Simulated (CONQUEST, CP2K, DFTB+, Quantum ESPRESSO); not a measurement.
# How far do other methods lie from plane waves? Liquid tetramethoxysilane at 280 K (105 atoms)

Aim: forces, pressure and gap of liquid tetramethoxysilane at 280 K (105 atoms) at one geometry, from other programs and methods, against plane-wave PBE.

Results are calculated, not measured.

## (1) The cell

The cell holds 105 atoms (20 C, 20 O, 5 Si and 60 H), with edges of 10.71, 10.71 and 10.71 Å. Recipe: 5 tetramethoxysilane placed at random, at 1.03 g/cm³; overlaps pushed apart, then 10 ps at 430 K with MMFF94 bonds, angles, torsions, charges and radii (Halgren, J. Comput. Chem. 17, 490 (1996)) in harmonic and 12-6 forms. Snapshot after 20 ps at 280 K and fixed volume. Then every atom was moved at random, 0.03 Å r.m.s. a Cartesian component (hydrogen 0.6 of that). The density is 1.03 g/cm³.

## (2) The reference input

Quantum ESPRESSO 7.5: Kohn-Sham DFT, PBE, SSSP efficiency 1.3.0 pseudopotentials, plane waves. Its input, pw.in:

```
&control
  calculation = 'scf'
  pseudo_dir = './pseudo'
  outdir = './tmp'
  disk_io = 'none'
  tprnfor = .true.
  tstress = .true.
/
&system
  ibrav = 0
  nat = 105
  ntyp = 4
  ecutwfc = 60
  ecutrho = 480
  nosym = .true.
  occupations = 'smearing'
  smearing = 'fd'
  degauss = 0.003675
/
&electrons
  conv_thr = 5.3e-07
  electron_maxstep = 100
  mixing_beta = 0.4
  mixing_mode = 'plain'
  diagonalization = 'david'
/
ATOMIC_SPECIES
C 12.011 C.upf
O 15.999 O.upf
Si 28.085 Si.upf
H 1.008 H.upf
CELL_PARAMETERS angstrom
10.70579 0.00000 0.00000
0.00000 10.70579 0.00000
0.00000 0.00000 10.70579
ATOMIC_POSITIONS crystal
C 0.63400 0.98937 0.30907
O 0.56535 0.87905 0.30774
Si 0.61181 0.74385 0.23722
O 0.47673 0.68106 0.18272
[... 99 atom lines left out ...]
H 0.09354 0.06154 0.51761
H 0.02284 0.18641 0.59301
K_POINTS gamma
```

```console
$ OMP_NUM_THREADS=1 mpirun -np 4 pw.x -in pw.in > output.txt
```

It took 82 s on 4 MPI ranks of Arm Neoverse V1, shared host; peak memory 3.1 GiB.

It converged with an r.m.s. force component of 1.4 eV/Å and a pressure of 3.1 GPa.

Its highest filled and lowest empty levels lie 4.96 eV apart on its k-points.

## (3) The other programs

- CONQUEST 1.3: pseudo-atomic orbitals (double zeta with polarisation, or contracted to multi-site or on-site support functions) with norm-conserving potentials on an integration grid.
- CP2K 2026.2: Gaussian basis with GTH pseudopotentials and a plane-wave density; labels give functional, basis (MOLOPT sets; SR short-range, UZH the newer set with its own potentials), grid cutoff/relative cutoff and solver (OT: orbital transformation; TRS4, TC2, SIGN: linear-scaling purification with its sparsity filter), or its built-in tight binding.
- DFTB+ 25.1: tight binding, with Slater–Koster sets (DFTB) or xTB through its tblite library.

All use the same cell and atoms, and the electronic-structure runs the same k-mesh.

## (4) Side by side

Differences are against the reference: forces as r.m.s. over components, share as that over the reference's r.m.s. force, slope as the fitted ratio of a run's forces to the reference's.

```csv
run,"Δ force, r.m.s. (meV/Å)",share (%),slope,Δ pressure (GPa),Δ gap (eV),cores,CPU time,memory (GiB)
reference,-,-,-,-,-,4,5.5 min,3.1
"CONQUEST PBE, grid 120 Ha",267,19.4,1.081,1.85,0.352,4,6.2 min,5.8
"CP2K PBE, DZVP-MOLOPT-SR, 420/50 Ry, OT CG (coarse)",127,9.20,1.024,0.282,1.40,2,15 min,1.1
"CP2K PBE, DZVP-MOLOPT-SR, 600/50 Ry, OT CG",120,8.69,1.024,0.268,1.40,4,20 min,2.8
DFTB+ GFN2-xTB,300,21.8,0.910,-2.78,2.49,1,6.5 s,0.11
```

Rows marked coarse were listed beforehand as settings not expected to be converged; some can still land near the reference.

Runs without a result: DFTB+ IPEA1-xTB (ended with an error or stopped unconverged); CP2K PBE+rVV10L, DZVP-MOLOPT-SR, 600/50 Ry, OT CG (cut off at its time limit).

CPU time is summed over cores on shared hosts, of unlike kinds, so it is rough.

## (5) Findings

Forces lie from 8.7 % (CP2K PBE, DZVP-MOLOPT-SR, 600/50 Ry, OT CG) to 22 % (DFTB+ GFN2-xTB) of the reference's r.m.s. force of 1.4 eV/Å away from it. The PBE runs in local orbitals, coarse settings apart, differ by 8.7 % (CP2K PBE, DZVP-MOLOPT-SR, 600/50 Ry, OT CG) to 19 % (CONQUEST PBE, grid 120 Ha); basis, grid and potentials can all enter. Tight binding differs by 22 % (DFTB+ GFN2-xTB); it is another model, with fitted parameters of its own, and the xTB methods hold dispersion. Runs with settings chosen to be coarse differ by 9.2 % (CP2K PBE, DZVP-MOLOPT-SR, 420/50 Ry, OT CG), their programs' other errors included.

From CP2K PBE, DZVP-MOLOPT-SR, 420/50 Ry, OT CG to the finer CP2K PBE, DZVP-MOLOPT-SR, 600/50 Ry, OT CG the share goes from 9.20 to 8.69 %, so the grid isn't what parts these runs from the reference. Pressures at PBE, coarse settings apart, lie +0.27 to +1.85 GPa from the reference's. Gaps at PBE, coarse settings apart, lie +0.35 to +1.40 eV from the reference's.

Caveats: Periodic xTB results under one method name differ between programs and library versions (DFTB+ here holds tblite 0.3). With short bonds to hydrogen, sets of potentials differ among themselves by several per cent in forces even at converged cutoffs, so the reference isn't exact here either. The reference's pressure holds the uncorrected Pulay stress of its 60 Ry basis, so small pressure differences may be the reference's own error. The network of contacts between molecules at the start is that of the classical potential that made the cell, and needn't be the one that DFT or experiment would give. The reference's PBE has no dispersion term, which matters for the binding between molecules or layers. The electronic-structure runs sample only Γ, in a cell whose shortest periodic width is 11 Å. Where levels are smeared, the DFT runs use Fermi–Dirac occupations at 580 K (0.05 eV), and energies are free energies. The atoms were displaced at random, and shares hang on the size of the forces that this gives. The reference's cutoffs and mesh weren't converged further here.

[Logs are printed without paths, hosts, clocks, repeated set-up lines and the standing remarks that a program may print on its own settings, such as how far it seeks lower states.]

[Hosts, paths, dates, database ids (printed as entryN), source tags and the programs' standing remarks are cut or masked in the printed files.]

[Cells were taken only where this reference lay near another plane-wave run.]

[The MMFF94 radii named for the starting cell were scaled by 0.96; in molecules described by MMFF94, hydrogen bound to N, O or S took a small fixed 12-6 site in their place.]
